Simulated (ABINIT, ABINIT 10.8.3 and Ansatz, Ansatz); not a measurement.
# Ba2IBrF2 (P4mm): Bethe-Salpeter spectra with ABINIT

Wanted: excitons and ε₂ of Ba2IBrF2 (P4mm), with cost.

Main program and level: ABINIT 10.8.3 and Ansatz 0.2.0; PBEsol and many-body steps on it, plane waves.

## Step 1: Starting point

It takes space group P4mm (No. 99, tetragonal). The conventional cell has a = 4.623 Å, b = 4.623 Å, c = 7.991 Å, α = 90.00°, β = 90.00°, γ = 90.00°. Nearest to Ba lie 4 F at 2.70 Å and 4 I at 3.59 Å and 2 Br at 3.89 to 4.10 Å. Ba has 4 F at 2.73 Å and 4 Br at 3.50 Å and 2 I at 3.65 to 4.35 Å and 4 Ba at 4.34 Å nearest. Nearest to I lie 6 Ba at 3.59 to 4.35 Å. Nearest to Br lie 6 Ba at 3.50 to 4.10 Å and 4 F at 3.55 Å. Nearest to F lie 4 Ba at 2.70 to 2.73 Å. Farther neighbours and most contacts between anions are not listed.

The cell and positions are those that the Materials Project relaxed with its own functionals (PBE, PBE+U or r2SCAN), kept fixed. Spin-orbit coupling is left out unless a step names it.

## Step 2: Empty states on the mesh, 2×2×1 mesh, 117 bands

This step: ABINIT 10.8.3; DFT, PBEsol, plane waves, norm-conserving pseudopotentials.

The sums over transitions need many empty states on a uniform mesh; this step solves for them.

Contents of run.abi:

```
acell 3*1.0 Angstrom
rprim 
  4.623364000000 0.000000000000 0.000000000000
  0.000000000000 4.623364000000 0.000000000000
  0.000000000000 0.000000000000 7.991386000000
ntypat 4
znucl 56 53 35 9
natom 6
typat 1 1 2 3 4 4
xred 
  0.500000000000 0.500000000000 0.827396000000
  0.000000000000 0.000000000000 0.185191000000
  0.000000000000 0.000000000000 0.641387000000
  0.500000000000 0.500000000000 0.340098000000
  0.500000000000 0.000000000000 0.002964000000
  0.000000000000 0.500000000000 0.002964000000
pp_dirpath "pseudos"
pseudos "Ba.upf, I.upf, Br.upf, F.upf"
ecut 36
ngkpt 2 2 1
nshiftk 1
shiftk 0 0 0
kptopt 1
chksymbreak 0
iscf -2
irdden 1
istwfk *1
nband 117
nbdbuf 10
tolwfr 1e-09
nstep 60
prtvol 0
indata_prefix "in"
outdata_prefix "out"
tmpdata_prefix "tmp"
```

Run with:

```bash
OMP_NUM_THREADS=1 mpirun -n 3 abinit run.abi > log
```

Numbers of over 12 decimals in the logs are rounded to 6 here.

The log of the run:

```text
.Version 10.8.3 of ABINIT. v10.8.2 released Aug 2026.

 Symmetries : space group P4 m m (# 99); Bravais tP (primitive tetrag.)
[... echo of the input left out ...]
== DATASET  1 ==================================================================
-   mpi_nproc: 3, omp_nthreads: 1 (-1 if OMP is not activated)

--- !DatasetInfo
iteration_state: {dtset: 1, }
dimensions: {natom: 6, nkpt: 3, mband: 117, nsppol: 1, nspinor: 1, nspden: 1, mpw: 11965, }
cutoff_energies: {ecut:  36.0, pawecutdg:  -1.0, }
[...]
1.18031    1.19198    1.19198    1.19908    1.19998    1.22729    1.22825    1.22825
   1.23306    1.25154    1.25154    1.25433    1.25666    1.25666    1.26068    1.27386
   1.27984    1.29953    1.31749    1.32288    1.32380
 prteigrs : prtvol=0 or 1, do not print more k-points.

== END DATASET(S) ==============================================================
================================================================================

 -outvars: echo values of variables after computation  --------
            nband         117
             nkpt           3
          spgroup          99
 [... the other variables as echoed above ...]

 Calculation completed.
```

It took 90 s on 3 MPI ranks of Arm Neoverse N1, shared host; peak memory 0.37 GiB.

Numbers from this step:

```
gap                                                           : 4.249 eV
k of the valence top                                          : 0, 0, 0
k of the conduction bottom                                    : 0, 0, 0
least direct gap                                              : 4.249 eV
k points computed                                             : 3
lowest point of the top converged band, above the valence top : 31.66 eV
```

On this mesh the gap is 4.249 eV.

The density comes from a self-consistent run that is not shown.

## Step 3: Screening, 2×2×1 mesh, 107 bands, screening to 98 eV

The RPA dielectric matrix is built and inverted for each q.

This step: RPA screening on PBEsol, plane waves, norm-conserving pseudopotentials.

Changes to run.abi since step 2:

```diff
@@ -24,10 +24,11 @@
 chksymbreak 0
-iscf -2
-irdden 1
 istwfk *1
-nband 117
-nbdbuf 10
-tolwfr 1e-09
-nstep 60
-prtvol 0
+occopt 1
+irdwfk 1
+optdriver 3
+nband 107
+ecuteps 3.6
+inclvkb 2
+awtr 1
+symchi 1
 indata_prefix "in"
```

Run with:

```bash
OMP_NUM_THREADS=1 mpirun -n 4 abinit run.abi > log
```

The log of the run:

```text
.Version 10.8.3 of ABINIT. v10.8.2 released Aug 2026.

 Symmetries : space group P4 m m (# 99); Bravais tP (primitive tetrag.)
[... echo of the input left out ...]
== DATASET  1 ==================================================================
-   mpi_nproc: 4, omp_nthreads: 1 (-1 if OMP is not activated)

--- !DatasetInfo
iteration_state: {dtset: 1, }
dimensions: {natom: 6, nkpt: 3, mband: 107, nsppol: 1, nspinor: 1, nspden: 1, mpw: 11965, }
cutoff_energies: {ecut:  36.0, pawecutdg:  -1.0, }
[...]
--------------------------------------------------------------------------------
[... chi0 elements left out ...]
 For q-point:  0.000010 0.000020 0.000030
  dielectric constant =   3.6770
  dielectric constant without local fields =   4.3071

  Average fulfillment of the sum rule on Im[epsilon] for q-point    1 :     60.37  [%]
[... wings left out ...]
  q-point number  2        q = ( 0.500000, 0.000000, 0.000000) [r.l.u.]
--------------------------------------------------------------------------------
[... chi0 elements left out ...]
  Average fulfillment of the sum rule on Im[epsilon] for q-point    2 :     64.93  [%]

 [... 1 further q-points ...]
```

Wall time 40 s (4 MPI ranks); peak memory 1.1 GiB; 2.7 min of CPU time.

Numbers from this step:

- ε∞ with local fields, on this mesh, along the program's q direction: 3.677
- the same without local fields: 4.307
- plasma frequency: 19.68 eV
- plane waves in the screening matrix: 385

Local fields lower ε∞ by 15 %. On a Γ-centred mesh this coarse the value itself is usually too large, while a short band sum pulls it down.

## Step 4: Self-energy, 2×2×1 mesh, 107 bands, screening to 98 eV

The self-energy is evaluated for the states that the input lists, and the levels follow from it, in one-shot runs by the linearised quasiparticle equation.

This step: G0W0 on PBEsol, plane waves, norm-conserving pseudopotentials.

Changes to run.abi since step 3:

```diff
@@ -27,8 +27,15 @@
 irdwfk 1
-optdriver 3
+optdriver 4
 nband 107
+gwcalctyp 0
+ecutsigx 36
+symsigma 1
+nkptgw 1
+kptgw 
+  0.0000000000 0.0000000000 0.0000000000
+bdgw 
+  23 26
 ecuteps 3.6
-inclvkb 2
-awtr 1
-symchi 1
+irdscr 1
+ppmodel 1
 indata_prefix "in"
```

The log of the run:

```text
.Version 10.8.3 of ABINIT. v10.8.2 released Aug 2026.

 Symmetries : space group P4 m m (# 99); Bravais tP (primitive tetrag.)
[... echo of the input left out ...]
== DATASET  1 ==================================================================
-   mpi_nproc: 4, omp_nthreads: 1 (-1 if OMP is not activated)

--- !DatasetInfo
iteration_state: {dtset: 1, }
dimensions: {natom: 6, nkpt: 3, mband: 107, nsppol: 1, nspinor: 1, nspden: 1, mpw: 11965, }
cutoff_energies: {ecut:  36.0, pawecutdg:  -1.0, }
[...]
24   2.398 -11.958 -15.260   2.328   0.821  -0.217 -12.758  -0.800   1.597
       25   6.647  -8.510  -4.148  -3.068   0.844  -0.185  -7.418   1.091   7.738
       26   6.954  -8.356  -3.825  -3.237   0.847  -0.181  -7.261   1.095   8.049

== END DATASET(S) ==============================================================
================================================================================

 -outvars: echo values of variables after computation  --------
           etotal      0.0000000000E+00
            nband         107
             nkpt           3
          spgroup          99
 [... the other variables as echoed above ...]

 Calculation completed.
```

Wall time 12 s (4 MPI ranks); peak memory 0.87 GiB.

This step gave:

| Quantity | Value |
| --- | --- |
| G0W0 gap on the points computed | 6.141 eV |
| starting gap on the mesh | 4.249 eV |
| k of the valence top | 0, 0, 0 |
| k of the conduction bottom | 0, 0, 0 |
| least direct G0W0 gap on the computed points | 6.141 eV |

The gap on the mesh goes from 4.25 eV to 6.14 eV, a correction of +1.89 eV.

The gap opens by 1.892 eV; the next steps shift the empty bands rigidly by 1.892 eV.

## Step 5: Excitons

Optical absorption needs the electron-hole interaction, solved here in a basis of vertical transitions on the mesh.

This step: Bethe-Salpeter equation on PBEsol with a scissors shift, plane waves, norm-conserving pseudopotentials.

Changes to run.abi since step 4:

```diff
@@ -27,15 +27,17 @@
 irdwfk 1
-optdriver 4
-nband 107
-gwcalctyp 0
-ecutsigx 36
-symsigma 1
-nkptgw 1
-kptgw 
-  0.0000000000 0.0000000000 0.0000000000
-bdgw 
-  23 26
+optdriver 99
+bs_calctype 1
+mbpt_sciss 1.892 eV
+bs_loband 13
+nband 38
+bs_exchange_term 1
+bs_coulomb_term 11
+bs_coupling 0
+bs_algorithm 1
+bs_freq_mesh 0 12 0.1 eV
+zcut 0.15 eV
 ecuteps 3.6
+ecutwfn 18
+inclvkb 2
 irdscr 1
-ppmodel 1
 indata_prefix "in"
```

The log of the run:

```text
.Version 10.8.3 of ABINIT. v10.8.2 released Aug 2026.

 Symmetries : space group P4 m m (# 99); Bravais tP (primitive tetrag.)
[... echo of the input left out ...]
== DATASET  1 ==================================================================
-   mpi_nproc: 4, omp_nthreads: 1 (-1 if OMP is not activated)

--- !DatasetInfo
iteration_state: {dtset: 1, }
dimensions: {natom: 6, nkpt: 3, mband: 38, nsppol: 1, nspinor: 1, nspden: 1, mpw: 4257, }
cutoff_energies: {ecut:  18.0, pawecutdg:  -1.0, }
electrons: {nelect:   4.80000000E+01, charge:   0.00000000E+00, occopt:   1.00000000E+00, tsmear:   1.00000000E-02, }

 Exciton: Calculation of dielectric properties by solving the Bethe-Salpeter equation
 in frequency domain and reciprocal space on a transitions basis set.
 Based on a program developed by L. Reining, V. Olevano, F. Sottile,
 S. Albrecht, and G. Onida. Incorporated in ABINIT by M. Giantomassi.

.Using double precision arithmetic ; gwpc =  8

[... cell and pseudopotentials left out ...]
--------------------------------------------------------------------------------

 ==== K-mesh for the wavefunctions ====
 Number of points in the irreducible wedge :     3
[... list of points left out ...]
 Together with  8 symmetry operations and time-reversal symmetry
 yields     4 points in the full Brillouin Zone.

 ==== Q-mesh for the screening function ====
 Number of points in the irreducible wedge :     3
[... list of points left out ...]
 Together with  8 symmetry operations and time-reversal symmetry
 yields     4 points in the full Brillouin Zone.

 vcoul_init : cutoff-mode = AUXILIARY_FUNCTION
 q-points for optical limit:   1
     1)      0.000010    0.000020    0.000030
 setmesh: FFT mesh size selected  =    24x   24x   45
          total number of points  =        25920

 ==== Fundamental parameters for the solution of the Bethe-Salpeter equation: ====
 Algorithm: Direct diagonalization.
 Dimension of the v, W matrices,  npweps  = 385
 Cutoff for the wavefunctions,    npwwfn  = 4257
 Number of k-points in the IBZ,   nkibz   = 3
 Highest empty band included,     nband   = 38
 === Spin UP ===
 Number of resonant transitions          672
 Lowest occupied state                   13
 Highest occupied state                  24
 Lowest unoccupied state                 25
 Highest unoccupied state                38
 Minimum frequency [eV]           Emin    =   0.00
 Maximum frequency [eV]           Emax    =  12.00
 Frequency step [eV]              dE      =   0.10
 Lorentzian broadening [eV]       eta     =   0.15
 RPA L0 with KS energies and KS wavefunctions
 Scissors operator energy [eV] =          1.89
 Local fields effects (v term) included
 Excitonic effects (W term) included
 Full W_GG' included
 W is read from an external SCR file
 Resonant-only calculation (Hermitian case)

 Calculating epsilon_Macro(q-->0,w), along the following directions:
 q = (  1.390520  0.000000  0.000000) [r.l.u.]
 q = (  0.000000  1.390520  0.000000) [r.l.u.]
 q = (  0.000000  0.000000  2.403483) [r.l.u.]
 q = (  1.390520  0.000000  0.000000) [r.l.u.]
 q = (  0.000000  1.390520  0.000000) [r.l.u.]
 q = (  0.000000  0.000000  2.403483) [r.l.u.]
 Number of electrons calculated from density =   47.9644; Expected =   48.0000
 average of density, n =  0.041609
 r_s =    1.7902
 omega_plasma =   19.6765 [eV]

. Writing resonant excitonic Hamiltonian on file out_BSR; file size=   0.00 [Gb].
 Direct diagonalization of the resonant excitonic Hamiltonian, Matrix size= 672
. Using LAPACK sequential version.
 Excitonic eigenvalues in eV up to n=   32
   4.97537   4.97538   5.15173   5.25328   5.25330   5.46871   5.68196   5.68199
   5.82044   5.82046   5.96521   6.00235   6.00249   6.07069   6.13071   6.13114
   6.14776   6.16127   6.16532   6.16965   6.18377   6.18382   6.20220   6.27395
   6.27398   6.41157   6.43568   6.43577   6.48619   6.48628   6.53911   6.55456

 First excitonic eigenvalue=    4.98 [eV]
 Last  excitonic eigenvalue=   15.22 [eV]

 GW  direct gap       6.14  0.00 [eV]
 EXC direct gap       4.98  0.00 [eV]
 EXC binding energy   1.17  0.00 [eV]

 Excitonic eigenvalues up to the GW energy gap [eV]
  1 (  4.98  0.00)
  2 (  4.98  0.00)
  3 (  5.15  0.00)
  4 (  5.25  0.00)
  5 (  5.25  0.00)
  6 (  5.47  0.00)
[...]
14 (  6.07  0.00)
 15 (  6.13  0.00)
 16 (  6.13  0.00)

 Macroscopic dielectric function:
 omega [eV] <KS_RPA_nlf>  <GW_RPA_nlf>  <BSE>
   0.0000   3.5864   0.0000   2.9880   0.0000   3.3908   0.0000
   0.1000   3.5871   0.0021   2.9883   0.0009   3.3914   0.0017
   0.2000   3.5893   0.0043   2.9892   0.0018   3.3930   0.0033
   0.3000   3.5928   0.0064   2.9907   0.0027   3.3958   0.0050
   0.4000   3.5979   0.0086   2.9929   0.0036   3.3997   0.0067
   0.5000   3.6043   0.0109   2.9956   0.0046   3.4047   0.0084
   0.6000   3.6123   0.0131   2.9989   0.0055   3.4109   0.0102
   0.7000   3.6218   0.0155   3.0029   0.0065   3.4182   0.0119
   0.8000   3.6329   0.0178   3.0075   0.0074   3.4268   0.0138
   0.9000   3.6455   0.0203   3.0128   0.0084   3.4365   0.0156

 Writing KS-RPA macroscopic dielectric function without local fields to file: out_RPA_NLF_MDF
 Writing GW-RPA macroscopic dielectric function without local fields to file: out_GW_NLF_MDF
 Writing EXC Macroscopic dielectric function to file: out_EXC_MDF

== END DATASET(S) ==============================================================
================================================================================

 -outvars: echo values of variables after computation  --------
           etotal      0.0000000000E+00
            nband          38
             nkpt           3
          spgroup          99
 [... the other variables as echoed above ...]

 Calculation completed.
```

Elapsed: 55 s, on 4 MPI ranks; peak memory 0.52 GiB.

This step gave:

* direct gap of the transition levels: 6.141 eV
* transitions in the window: 672
* first strong exciton (over a fiftieth of the strongest listed): 4.975 eV
* lowest state: 4.975 eV
* binding of the lowest state below the direct gap: 1.166 eV
* Coulomb term of one mesh cell: 1.263 eV

The binding is 0.92 times the screened Coulomb term of one mesh cell (1.26 eV), so it is not shown settled.

The lowest state lies at 4.975 eV, 1.166 eV under the direct gap.

Lines within 3 meV are set at the lowest of them, and the highest group, which the list may cut short, is left out. Exciton lines, with heights relative to the strongest:

```tsv
position (eV)	lines merged	oscillator strength, relative
4.975	2	11
5.152	1	0.0
5.253	2	100
5.469	1	44
5.682	2	0.5
5.820	2	15
5.965	1	2.2
6.002	2	5.5
6.071	1	0.0
```

Mean over the three Cartesian directions of q; broadening 0.15 eV; transition window only. Limits: finite bands, cutoff and mesh; no spin-orbit coupling; coarse k mesh; exciton not shown settled in the k mesh. Table of ε₂ by photon energy; read off at these points:

```tsv
photon energy (eV)	BSE	no electron-hole interaction	Kohn-Sham, no shift
0.00	0	0	0
0.30	0.00497	0.0027	0.00647
0.60	0.0102	0.00547	0.0132
1.00	0.0175	0.00937	0.0229
1.30	0.0238	0.0125	0.0312
1.60	0.0307	0.0159	0.0410
1.90	0.0390	0.0196	0.0527
2.30	0.0526	0.0253	0.0734
2.60	0.0659	0.0303	0.0950
2.90	0.0834	0.0362	0.126
3.20	0.107	0.0432	0.173
3.50	0.142	0.0518	0.254
3.90	0.220	0.0669	0.535
4.20	0.336	0.0824	1.48
4.50	0.598	0.103	5.14
4.80	1.52	0.134	4.05
5.10	5.25	0.181	3.75
5.30	9.48	0.230	5.20
5.50	6.32	0.306	6.68
5.80	3.60	0.551	8.49
6.10	4.89	1.53	6.49
6.40	5.37	5.31	6.03
6.60	8.58	5.08	4.76
6.80	4.13	3.03	2.96
7.10	3.12	4.24	2.77
7.40	5.81	6.62	2.67
7.50	6.23	6.11	2.90
7.70	4.09	8.62	2.87
8.00	2.81	6.33	3.88
8.40	2.56	5.49	2.42
8.60	3.30	3.75	2.41
8.70	3.19	2.93	2.55
9.00	3.23	2.76	3.31
9.30	2.03	2.70	3.28
9.60	2.62	2.89	1.99
10.00	2.70	4.02	2.34
10.20	4.23	2.73	2.18
10.30	3.50	2.40	2.01
10.60	3.12	2.56	1.30
10.90	1.81	3.29	1.15
11.30	0.969	2.53	1.06
11.60	0.736	2.23	0.631
11.90	0.886	2.32	0.572
```

## Step 6: Triplet (no exchange term)

Changes to run.abi since step 5:

```diff
@@ -30,5 +30,5 @@
 mbpt_sciss 1.892 eV
-bs_loband 13
-nband 38
-bs_exchange_term 1
+bs_loband 15
+nband 32
+bs_exchange_term 0
 bs_coulomb_term 11
@@ -36,3 +36,3 @@
 bs_algorithm 1
-bs_freq_mesh 0 12 0.1 eV
+bs_freq_mesh 0 10 0.1 eV
 zcut 0.15 eV
```

The log of the run:

```text
.Version 10.8.3 of ABINIT. v10.8.2 released Aug 2026.

 Symmetries : space group P4 m m (# 99); Bravais tP (primitive tetrag.)
[... echo of the input left out ...]
== DATASET  1 ==================================================================
-   mpi_nproc: 4, omp_nthreads: 1 (-1 if OMP is not activated)

--- !DatasetInfo
iteration_state: {dtset: 1, }
dimensions: {natom: 6, nkpt: 3, mband: 32, nsppol: 1, nspinor: 1, nspden: 1, mpw: 4257, }
cutoff_energies: {ecut:  18.0, pawecutdg:  -1.0, }
electrons: {nelect:   4.80000000E+01, charge:   0.00000000E+00, occopt:   1.00000000E+00, tsmear:   1.00000000E-02, }

 Exciton: Calculation of dielectric properties by solving the Bethe-Salpeter equation
 in frequency domain and reciprocal space on a transitions basis set.
 Based on a program developed by L. Reining, V. Olevano, F. Sottile,
 S. Albrecht, and G. Onida. Incorporated in ABINIT by M. Giantomassi.

.Using double precision arithmetic ; gwpc =  8

[... cell and pseudopotentials left out ...]
--------------------------------------------------------------------------------

 ==== K-mesh for the wavefunctions ====
 Number of points in the irreducible wedge :     3
[... list of points left out ...]
 Together with  8 symmetry operations and time-reversal symmetry
 yields     4 points in the full Brillouin Zone.

 ==== Q-mesh for the screening function ====
 Number of points in the irreducible wedge :     3
[... list of points left out ...]
 Together with  8 symmetry operations and time-reversal symmetry
 yields     4 points in the full Brillouin Zone.

 vcoul_init : cutoff-mode = AUXILIARY_FUNCTION
 q-points for optical limit:   1
     1)      0.000010    0.000020    0.000030
 setmesh: FFT mesh size selected  =    24x   24x   45
[...]
average of density, n =  0.041609
 r_s =    1.7902
 omega_plasma =   19.6765 [eV]

. Writing resonant excitonic Hamiltonian on file out_BSR; file size=   0.00 [Gb].
 Direct diagonalization of the resonant excitonic Hamiltonian, Matrix size= 320
. Using LAPACK sequential version.
 Excitonic eigenvalues in eV up to n=   32
   4.85555   4.85556   5.12583   5.17043   5.17046   5.29634   5.48670   5.57488
   5.57494   5.71173   5.71179   5.87482   5.87489   5.92051   6.00942   6.00979
   6.01940   6.05364   6.11727   6.12265   6.12270   6.16484   6.18522   6.21816
   6.25139   6.25144   6.31563   6.36299   6.37094   6.37109   6.43963   6.43981

 First excitonic eigenvalue=    4.86 [eV]
 Last  excitonic eigenvalue=   11.08 [eV]

 GW  direct gap       6.14  0.00 [eV]
 EXC direct gap       4.86  0.00 [eV]
 EXC binding energy   1.29  0.00 [eV]

 Excitonic eigenvalues up to the GW energy gap [eV]
  1 (  4.86  0.00)
  2 (  4.86  0.00)
  3 (  5.13  0.00)
[...]
20 (  6.12  0.00)
 21 (  6.12  0.00)

 Macroscopic dielectric function:
 omega [eV] <KS_RPA_nlf>  <GW_RPA_nlf>  <BSE>
   0.0000   3.1426   0.0000   2.6181   0.0000   3.1369   0.0000
   0.1000   3.1433   0.0020   2.6184   0.0008   3.1375   0.0019
   0.2000   3.1453   0.0040   2.6192   0.0016   3.1394   0.0039
[...]
0.8000   3.1858   0.0166   2.6358   0.0067   3.1786   0.0160
   0.9000   3.1976   0.0189   2.6406   0.0076   3.1900   0.0183

 Writing KS-RPA macroscopic dielectric function without local fields to file: out_RPA_NLF_MDF
 Writing GW-RPA macroscopic dielectric function without local fields to file: out_GW_NLF_MDF
 Writing EXC Macroscopic dielectric function to file: out_EXC_MDF

== END DATASET(S) ==============================================================
================================================================================

 -outvars: echo values of variables after computation  --------
           etotal      0.0000000000E+00
            nband          32
             nkpt           3
          spgroup          99
 [... the other variables as echoed above ...]

 Calculation completed.
```

Elapsed: 21 s, on 4 MPI ranks; peak memory 0.46 GiB.

The lowest triplet lies at 4.856 eV; without spin-orbit coupling triplets are dark, so no spectrum is read.

(Part 1 of 3 ends here.)

[Paths, hosts, dates, memory and timing lines, banners, echoed tables and standing remarks are left out of the program output.]

[Logs are printed without paths, hosts, clocks, repeated set-up lines and the standing remarks that a program may print on its own settings, such as how far it seeks lower states.]

[Runs of the session that timed out or met a known fault of the program may be left out.]

[Hosts, paths, dates, database ids (printed as entryN), source tags and the programs' standing remarks are cut or masked in the printed files.]

[G0W0 gaps are taken among the corrected bands and points alone; a level outside them can change the order at an edge.]

[Where Ansatz stands beside ABINIT at settings called matched, ABINIT's density can come from a denser mesh and the files from another edition; pairs whose starting gaps differed by over 0.03 eV were left out, so agreement reads better than it is.]
